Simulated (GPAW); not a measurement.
# TiPd3 (Pm-3m): the Ti K absorption edge, part 2 of 3

What does one-electron theory with a core hole give for the Ti K edge of TiPd3 (Pm-3m)?

GPAW 26.7.0; X-ray absorption from dipole matrix elements to empty bands, plane-wave PAW LDA.

So far. Step 2 (The field without a hole): The mesh shows no gap, so the system is treated as a metal and the core electron is put at the Fermi level (neutral cell). Step 3 (Spectrum without a core hole, Ti atom 4): Main maxima below 30 eV (height): 1.5 eV (0.98), 4.0 eV (0.84), 14.1 eV (1.78) and 21.1 eV (1.35). A K edge sees empty p states, which here mix into the lowest empty bands, so that weight starts at the zero.

## (5) Spectrum with XCH, Ti atom 4

The holes are 5.4 Å apart. In GPAW the data set carries the hole's charge, so charge=0 means a charged cell and charge=-1 a neutral one. The excited electron is kept in the cell, where it fills the lowest empty states and screens the hole. After the field has converged, empty bands are computed with the density fixed and the dipole matrix elements are summed.

The input, xas.py:

```python
import numpy as np
from ase import Atoms
from ase.parallel import parprint, paropen
from gpaw import GPAW, PW, FermiDirac, Mixer, MixerDif, setup_paths
from gpaw.test import gen
setup_paths.insert(0, '.')
gen('Ti', name='fch1s', xcname='LDA', corehole=(1, 0, 1), write_xml=True)
from gpaw.mpi import world
world.barrier()

atoms = Atoms('Pd6Ti2',
    cell=[[3.82, 0, 3.82],
     [0, 3.82, 3.82],
     [-3.82, 0, 3.82]],
    scaled_positions=[[0, 0.5, 0.5],
     [0.5, 0.5, 0],
     [0.5, 0, 0],
     [0, 0, 0.5],
     [0, 0.5, 0],
     [0.5, 0.5, 0.5],
     [0, 0, 0],
     [0.5, 0, 0.5]],
    pbc=True)
atoms.calc = calc = GPAW(legacy_gpaw=True, mode=PW(430, force_complex_dtype=True), xc='LDA', setups={6: 'fch1s'},
    kpts={'size': (7, 7, 7), 'gamma': True}, occupations=FermiDirac(0.1),
    charge=-1, mixer=Mixer(0.1, 5, 50), maxiter=150,
    convergence={'density': 0.0001, 'eigenstates': 1e-6}, txt='scf.txt')
energy = atoms.get_potential_energy() + calc.get_reference_energy()
ef = calc.get_fermi_level()
out = dict(energy=energy, fermi=ef, forces=atoms.get_forces().tolist())
parprint(f'all-electron energy {energy:.4f} eV, Fermi level {ef:.4f} eV')
ev = np.array([[calc.get_eigenvalues(k, s) for k in range(len(calc.get_ibz_k_points()))] for s in range(calc.get_number_of_spins())])
out['homo'], out['lumo'], out['counts'] = ev[ev < ef].max(), ev[ev > ef].min(), sorted(set((ev < ef).sum((0, 2)).tolist()))
out['filled'] = (ev[:, 0] < ef).sum(1).tolist()

from ase.units import Ha
from gpaw.xas import dipole_matrix_elements
nb = int(calc.get_number_of_electrons() / 2) + 109
top, nb = nb, nb + 8 + nb // 12
nscf = calc.fixed_density(kpts={'size': (7, 7, 7), 'gamma': True}, nbands=nb,
    convergence={'bands': top, 'eigenstates': 5e-3}, maxiter=60, txt='nscf.txt')
cell = atoms.cell.array
ops = [cell.T @ U.T @ np.linalg.inv(cell.T) for U in nscf.wfs.kd.symmetry.op_scc]
E = np.arange(-6, 34, 0.1)
fwhm = np.interp(E, [4, 25], [0.94, 3.5])
Y, X, zero, highest = 0, 0, 1e9, 1e9
for spin in range(nscf.get_number_of_spins()):
    wfs = nscf.wfs
    mine = wfs.bd.get_slice()  # this rank's bands
    A = dipole_matrix_elements(wfs.setups[6])
    eps = np.zeros((wfs.kd.nibzkpts, nb))
    d = np.zeros((3, A.shape[1], wfs.kd.nibzkpts, nb), complex)
    for kpt in wfs.kpt_u:
        if kpt.s == spin and 6 in kpt.P_ani:
            eps[kpt.k, mine] = kpt.eps_n * Ha
            d[:, :, kpt.k, mine] = (kpt.weight * wfs.nspins / 2) ** 0.5 * np.inner(A, kpt.P_ani[6])
    world.sum(eps)
    world.sum(d)
    T = np.einsum('amkn,bmkn->abkn', d, d.conj()).real
    T = sum(np.einsum('ai,ijkn,bj->abkn', R, T, R) for R in ops) / len(ops)
    empty = eps > ef
    zero, highest = min(zero, eps[empty].min()), min(highest, eps[:, top - 1].min())
    lines = [(eps, T, empty)] if spin == 0 else lines + [(eps, T, empty)]
for eps, T, empty in lines:
    f = np.einsum('aakn->akn', T).reshape(3, -1)
    x = eps.ravel() - zero
    w = np.interp(x, E, fwhm) / 2.35482
    g = np.exp(-0.5 * ((E[:, None] - x) / w) ** 2) / (w * (2 * np.pi) ** 0.5)
    Y = Y + (f * empty.ravel()) @ g.T
    X = X + (f * ~empty.ravel()) @ g.T
out.update(E=E.round(2).tolist(), xas=Y.tolist(), xes=X.tolist(), zero=zero, valid=highest - zero, nk=len(eps), nb=nb)
for i in range(0, len(E), 10):
    parprint(f'{E[i]:7.2f}', *(f'{v:10.3e}' for v in Y[:, i]))
import json
with paropen('out.json', 'w') as f:
    json.dump(out, f)
```

Run with:

```
$ OMP_NUM_THREADS=1 mpirun -n 4 gpaw python xas.py
```

Numbers of over 12 decimals in the logs are rounded to 6 here.

Log:

```text
Input parameters:
  charge: -1
  convergence: {density: 0.0001,
                eigenstates: 1e-06}
  kpts: {gamma: True,
         size: (7, 7, 7)}
  maxiter: 150
  mixer: {backend: pulay,
          beta: 0.1,
          method: separate,
          nmaxold: 5,
          weight: 50}
  mode: {ecut: 430.0,
         force_complex_dtype: True,
         name: pw}
  occupations: {fixmagmom: False,
                name: fermi-dirac,
                width: 0.1}
  setups: {6: fch1s}

Initialize ...

[... PAW data sets ...]

Reference energy: -863954.027362  # eV

Spin-paired calculation

[... convergence settings ...]
Symmetries present (total): 48
  [... symmetry matrices ...]

343 k-points: 7 x 7 x 7 Monkhorst-Pack grid
20 k-points in the irreducible part of the Brillouin zone
       k-points in crystal coordinates                weights
   0:     0.00000000    0.00000000    0.00000000          1/343
   1:     0.14285714    0.14285714    0.00000000          8/343
   2:     0.14285714    0.14285714    0.14285714          6/343
   3:     0.28571429    0.14285714    0.00000000         12/343
   4:     0.28571429    0.28571429    0.00000000          8/343
   5:     0.28571429    0.28571429    0.14285714         24/343
   6:     0.28571429    0.28571429    0.28571429          6/343
   7:     0.42857143   -0.28571429    0.00000000         12/343
   8:     0.42857143    0.28571429   -0.42857143         24/343
   9:     0.42857143    0.28571429   -0.28571429         48/343
          ...
  19:     0.42857143    0.42857143    0.42857143          6/343

Wave functions: Plane wave expansion
  Cutoff energy: 430.000 eV
  Number of coefficients (min, max): 2229, 2281
  Pulay-stress correction: 0.000000 eV/Ang^3 (de/decut=0.000000)
  Using FFTW library
  Wavefunction extrapolation:
    Improved wavefunction reuse through dual PAW basis

Occupation numbers: Fermi-Dirac:
  width: 0.1000  # eV

Eigensolver
   Davidson(niter=2)

Densities:
  Coarse grid: 27*27*27 grid
  Fine grid: 54*54*54 grid
  Total Charge: 0.000000

Density mixing:
  Method: separate
  Backend: pulay
  Linear mixing parameter: 0.1
  old densities: 5
  Width of damping distribution: 1.1
  Damping of long wavelength oscillations: 50

[... Hamiltonian set-up ...]
Number of atoms: 8
Number of atomic orbitals: 98
Number of bands in calculation: 77
Number of valence electrons: 121
Bands to converge: occupied

... initialized

Initializing position-dependent things.

Density initialized from atomic densities
Creating initial wave functions:
  77 bands from LCAO basis set

             Pd

         Pd       Pd
            Ti

             Pd
       Pd       Pd

            Ti

Atomic positions and initial magnetic moments

Positions:
   0 Pd    -1.910000    1.910000    3.820000    ( 0.0000,  0.0000,  0.0000)
   1 Pd     1.910000    1.910000    3.820000    ( 0.0000,  0.0000,  0.0000)
   2 Pd     1.910000    0.000000    1.910000    ( 0.0000,  0.0000,  0.0000)
   3 Pd    -1.910000    0.000000    1.910000    ( 0.0000,  0.0000,  0.0000)
   4 Pd     0.000000    1.910000    1.910000    ( 0.0000,  0.0000,  0.0000)
   5 Pd     0.000000    1.910000    5.730000    ( 0.0000,  0.0000,  0.0000)
   6 Ti     0.000000    0.000000    0.000000    ( 0.0000,  0.0000,  0.0000)
   7 Ti     0.000000    0.000000    3.820000    ( 0.0000,  0.0000,  0.0000)

Unit cell:
           periodic     x           y           z      points  spacing
  1. axis:    yes    3.820000    0.000000    3.820000    27     0.1634
  2. axis:    yes    0.000000    3.820000    3.820000    27     0.1415
  3. axis:    yes   -3.820000    0.000000    3.820000    27     0.1634

  Lengths:   5.402296   5.402296   5.402296
  Angles:   60.000000  90.000000  60.000000

Effective grid spacing dv^(1/3) = 0.1783

iter:   1  -125.112034
iter:   2   -71.033915   -0.38  -1.00
iter:   3   -66.613351   -1.14  -1.32
iter:   4   -63.727091   -0.98  -1.39
iter:   5   -63.593459   -1.90  -1.79
iter:   6   -63.466678   -2.95  -1.90
iter:   7   -63.364476   -2.58  -1.97
iter:   8   -63.305131   -2.98  -2.44
iter:   9   -63.275093   -3.80  -2.34
iter:  10   -63.266869c  -3.78  -2.56
iter:  11   -63.266427c  -5.09  -2.95
iter:  12   -63.265424c  -4.21  -2.95
iter:  13   -63.266136c  -4.96  -3.25
iter:  14   -63.266534c  -5.48  -3.72
iter:  15   -63.266009c  -5.71  -3.73
iter:  16   -63.265882c  -6.21c -4.14c

Converged after 16 iterations.

Dipole moment: (-0.000000, -0.000000, -0.000000) |e|*Ang

Energy contributions relative to reference atoms: (reference = -863954.027362)

Kinetic:        +20.958155
Potential:      -46.800349
External:        +0.000000
XC:             -36.104349
Entropy (-ST):   -0.250221
Local:           -1.194229
SIC:             +0.000000
--------------------------
Free energy:    -63.390993
Extrapolated:   -63.265882

Showing only first 2 kpts
 Kpt  Band  Eigenvalues  Occupancy
  0    58     11.02970    0.43130
  0    59     11.02970    0.43129
  0    60     11.08100    0.28268
  0    61     11.80646    0.00023

  1    58     10.59112    1.91334
  1    59     11.20169    0.09385
  1    60     11.20169    0.09385
[...]
Fermi level: 10.90058

No gap
No difference between direct/indirect transitions

Forces in eV/Ang:
  0 Pd    0.00000    0.00000   -0.00000
  1 Pd   -0.00000   -0.00000   -0.00000
  2 Pd    0.00000    0.00000    0.00000
  3 Pd    0.00000    0.00000   -0.00000
  4 Pd   -0.00000    0.00000   -0.00000
  5 Pd    0.00000    0.00000    0.00000
  6 Ti    0.00000   -0.00000   -0.00000
  7 Ti    0.00000    0.00000    0.00000
Scalar-relativistic atomic LDA calculation for Ti (Titanium, Z=22)
Core hole in 1s state (1s occupation: 1.0)
600 radial gridpoints.
|------------------------------------------------|
|------------------------------------------------|
[... the atom generator's iteration count ...]

Energy contributions:
-------------------------
Kinetic:     +672.671614
XC:           -34.028348
Potential:  -1307.172598
-------------------------
Total:       -668.529332

state      eigenvalue         ekin         rmax
-----------------------------------------------
1s^1.0 :  -187.828620   240.500426        0.045
2s^2.0 :   -22.002726    43.832967        0.262
2p^6.0 :   -18.989232    43.629197        0.209
3s^2.0 :    -2.983269     9.467322        0.829
3p^6.0 :    -2.108060     8.391345        0.840
3d^2.0 :    -0.666650     5.344221        0.850
4s^2.0 :    -0.460559     1.379460        2.509
4p^0.0 :    -0.300118     0.992184        2.957
-----------------------------------------------
(units: Bohr and Hartree)

Generating PAW setup
Kinetic energy of the core from tauc = 593.006445
Cutoffs:
rc(s)=2.400
rc(p)=2.000
rc(d)=2.000
rc(vbar)=1.800
rc(comp)=2.300
rc(nct)=2.400

Kinetic energy of the core states: 589.941539
Charge: 1.0
Core electrons: 9.0
Valence electrons: 12.0
Pseudo-core charge: 0.000000
Shape function alpha=1.890
Pseudo-electron charge 5.350237
state    eigenvalue         norm
--------------------------------
3s(2) :    -2.983269     0.223229
4s(2) :    -0.460559     1.020774
3p(6) :    -2.108060     0.336604
4p(0) :    -0.300118     0.967107
3d(2) :    -0.666650     0.421304
*d    :     0.333350
--------------------------------

Diagonalizing with gridspacing h=0.050

state   all-electron     PAW
-------------------------------
3s:      -2.983269    -2.983558
3p:      -2.108060    -2.108705
3d:      -0.666650    -0.667242
*f:                   -0.026873
-------------------------------
all-electron energy -864017.2932 eV, Fermi level 10.9006 eV
[...]
31.00  3.561e-07  3.561e-07  3.561e-07
  32.00  3.671e-07  3.671e-07  3.671e-07
  33.00  3.680e-07  3.680e-07  3.680e-07
```

Elapsed: 57 s, on 4 MPI ranks of AMD EPYC 7R43, shared host; peak memory 0.36 GiB.

The Ti K spectrum, Ti atom 4, excited-electron core hole (neutral cell) (energy from the lowest empty level; intensity scaled to a mean of 1 over the first 20 eV):

```
E (eV)  intensity
 -2.00       0.00
 -1.25       0.00
 -0.50       0.08
  0.25       0.58
  1.00       0.73
  1.75       0.69
  2.50       0.59
  3.25       0.65
  4.00       0.83
  4.75       0.85
  5.50       0.68
  6.25       0.60
  7.00       0.47
  7.75       0.57
  8.50       0.67
  9.25       0.77
 10.00       0.88
 10.75       1.03
 11.50       1.25
 12.25       1.47
 13.00       1.68
 13.75       1.78
 14.50       1.76
 15.25       1.64
 16.00       1.44
 16.75       1.21
 17.50       1.03
 18.25       0.95
 19.00       0.99
 19.75       1.12
 20.50       1.25
 21.25       1.28
 22.00       1.18
 22.75       1.00
 23.50       0.82
 24.25       0.71
 25.00       0.68
 25.75       0.70
 26.50       0.72
 27.25       0.73
 28.00       0.73
 28.75       0.72
 29.50       0.72
 30.25       0.73
 31.00       0.75
 31.75       0.76
```

Main maxima below 30 eV (height): 1.3 eV (0.73), 4.5 eV (0.88), 14.0 eV (1.79) and 21.1 eV (1.29). A K edge sees empty p states. The weak features of the first eV are p character mixed into the empty d bands; the main 4p edge lies above them.

The total-energy difference is 4970.72 eV. One term is added: -22.68 eV, since the hole is spin-paired here and a spin-polarised one costs that much less in the free atom (computed apart). The photon energy is then 4948.04 eV. The tabulated edge of the element is 4966 eV. The functional leaves an error in such absolute values: in the free atom LDA prices this hole 13.2 eV below PBE (computed apart), and PBE is itself good to a few eV.

## (6) Spectrum with FCH, Ti atom 4

The holes are 5.4 Å apart. In GPAW the data set carries the hole's charge, so charge=0 means a charged cell and charge=-1 a neutral one. The excited electron is left out and a uniform background balances the charge. After the field has converged, empty bands are computed with the density fixed and the dipole matrix elements are summed.

Changed against the first core-hole run: core hole to FCH.

Edit xas.py of step 5 so:

```diff
@@ -25,3 +25,3 @@
     kpts={'size': (7, 7, 7), 'gamma': True}, occupations=FermiDirac(0.1),
-    charge=-1, mixer=Mixer(0.1, 5, 50), maxiter=150,
+    charge=0, mixer=Mixer(0.1, 5, 50), maxiter=150,
     convergence={'density': 0.0001, 'eigenstates': 1e-6}, txt='scf.txt')
```

Log:

```text
Input parameters:
  convergence: {density: 0.0001,
                eigenstates: 1e-06}
  kpts: {gamma: True,
         size: (7, 7, 7)}
  maxiter: 150
  mixer: {backend: pulay,
          beta: 0.1,
          method: separate,
          nmaxold: 5,
          weight: 50}
  mode: {ecut: 430.0,
         force_complex_dtype: True,
         name: pw}
  occupations: {fixmagmom: False,
                name: fermi-dirac,
[...]
*d    :     0.333350
--------------------------------

Diagonalizing with gridspacing h=0.050

state   all-electron     PAW
-------------------------------
3s:      -2.983269    -2.983558
3p:      -2.108060    -2.108705
3d:      -0.666650    -0.667242
*f:                   -0.026873
-------------------------------
all-electron energy -864028.0228 eV, Fermi level 10.5010 eV
[...]
32.00  3.604e-07  3.604e-07  3.604e-07
  33.00  3.659e-07  3.659e-07  3.659e-07
[key lines of the parts left out:]
Converged after 17 iterations.
Dipole moment: (0.000000, 0.000000, 0.000000) |e|*Ang
Free energy:    -74.088207
Fermi level: 10.50099
```

It took 57 s on 4 MPI ranks; peak memory 0.36 GiB; 3.8 min of CPU time.

```
E (eV)  first run  this run
  -2.0       0.00      0.00
  -1.0       0.00      0.00
   0.0       0.40      0.33
   1.0       0.73      0.67
   2.0       0.63      0.69
   3.0       0.62      0.63
   4.0       0.83      0.81
   5.0       0.78      0.88
   6.0       0.64      0.67
   7.0       0.47      0.52
   8.0       0.62      0.56
   9.0       0.74      0.70
  10.0       0.88      0.84
  11.0       1.10      1.02
  12.0       1.40      1.31
  13.0       1.68      1.60
  14.0       1.79      1.80
  15.0       1.69      1.77
  16.0       1.44      1.57
  17.0       1.14      1.26
  18.0       0.96      1.01
  19.0       0.99      0.95
  20.0       1.17      1.09
  21.0       1.29      1.26
  22.0       1.18      1.25
  23.0       0.93      1.04
  24.0       0.73      0.80
  25.0       0.68      0.69
  26.0       0.71      0.70
  27.0       0.73      0.73
  28.0       0.73      0.74
  29.0       0.72      0.72
  30.0       0.72      0.72
  31.0       0.75      0.74
  32.0       0.77      0.77
```

Against the first run the r.m.s. difference is 6 %. The highest intensity below 24 eV goes from 14.0 eV (1.79) to 14.4 eV (1.81).

The photon energy of the zero moves by -0.15 eV.

## (7) Reference energy of the cell

The cell changes for the next run, so it gets a reference energy of its own.

The input, scf.py:

```python
import numpy as np
from ase import Atoms
from ase.parallel import parprint, paropen
from gpaw import GPAW, PW, FermiDirac, Mixer, MixerDif, setup_paths
from gpaw.test import gen
setup_paths.insert(0, '.')
gen('Ti', name='nch1s', xcname='LDA', corehole=(1, 0, 0), write_xml=True)
from gpaw.mpi import world
world.barrier()

atoms = Atoms('Pd3Ti',
    cell=[[3.82, 0, 0],
     [0, 3.82, 0],
     [0, 0, 3.82]],
    scaled_positions=[[0.5, 0.5, 0],
     [0.5, 0, 0.5],
     [0, 0.5, 0.5],
     [0, 0, 0]],
    pbc=True)
atoms.calc = calc = GPAW(legacy_gpaw=True, mode=PW(430, force_complex_dtype=True), xc='LDA', setups={3: 'nch1s'},
    kpts={'size': (7, 7, 7), 'gamma': True}, occupations=FermiDirac(0.1),
    charge=0, mixer=Mixer(0.1, 5, 50), maxiter=150,
    convergence={'density': 0.0001, 'eigenstates': 1e-6}, txt='scf.txt')
energy = atoms.get_potential_energy() + calc.get_reference_energy()
ef = calc.get_fermi_level()
out = dict(energy=energy, fermi=ef, forces=atoms.get_forces().tolist())
parprint(f'all-electron energy {energy:.4f} eV, Fermi level {ef:.4f} eV')
ev = np.array([[calc.get_eigenvalues(k, s) for k in range(len(calc.get_ibz_k_points()))] for s in range(calc.get_number_of_spins())])
out['homo'], out['lumo'], out['counts'] = ev[ev < ef].max(), ev[ev > ef].min(), sorted(set((ev < ef).sum((0, 2)).tolist()))
out['filled'] = (ev[:, 0] < ef).sum(1).tolist()
import json
with paropen('out.json', 'w') as f:
    json.dump(out, f)
```

Run with:

```
$ OMP_NUM_THREADS=1 mpirun -n 4 gpaw python scf.py
```

Log:

```text
Input parameters:
  convergence: {density: 0.0001,
                eigenstates: 1e-06}
  kpts: {gamma: True,
         size: (7, 7, 7)}
  maxiter: 150
  mixer: {backend: pulay,
          beta: 0.1,
          method: separate,
          nmaxold: 5,
          weight: 50}
  mode: {ecut: 430.0,
         force_complex_dtype: True,
         name: pw}
  occupations: {fixmagmom: False,
                name: fermi-dirac,
[...]
4s(2) :    -0.168799     0.990650
3p(6) :    -1.425558     0.436626
4p(0) :    -0.056429     0.981035
3d(2) :    -0.164024     0.588737
*d    :     0.835976
--------------------------------

Diagonalizing with gridspacing h=0.050

state   all-electron     PAW
-------------------------------
3s:      -2.287902    -2.288205
3p:      -1.425558    -1.426242
3d:      -0.164024    -0.164519
*f:                    0.065395
-------------------------------
all-electron energy -434494.0118 eV, Fermi level 11.1916 eV
[key lines of the parts left out:]
Converged after 15 iterations.
Dipole moment: (0.000000, -0.000000, -0.000000) |e|*Ang
Free energy:    -25.853024
Fermi level: 11.19165
```

It took 7.7 s on 4 MPI ranks; peak memory 0.19 GiB.

(Part 2 of 3 ends here.)

[Banner, clock and machine lines of the logs are left out without a mark of their own.]

[Logs are printed without paths, hosts, clocks, repeated set-up lines and the standing remarks that a program may print on its own settings, such as how far it seeks lower states.]

[Hosts, paths, dates, database ids (printed as entryN), source tags and the programs' standing remarks are cut or masked in the printed files.]

[Lists of maxima count a maximum above −3 eV only where it reaches 4 % of the highest in the window and stands out from its surroundings by 2 % of it (1.5 % where it reaches 55 %); shoulders and weaker maxima are passed over, and of the rest the first, up to two pre-edge ones and the few strongest are named.]
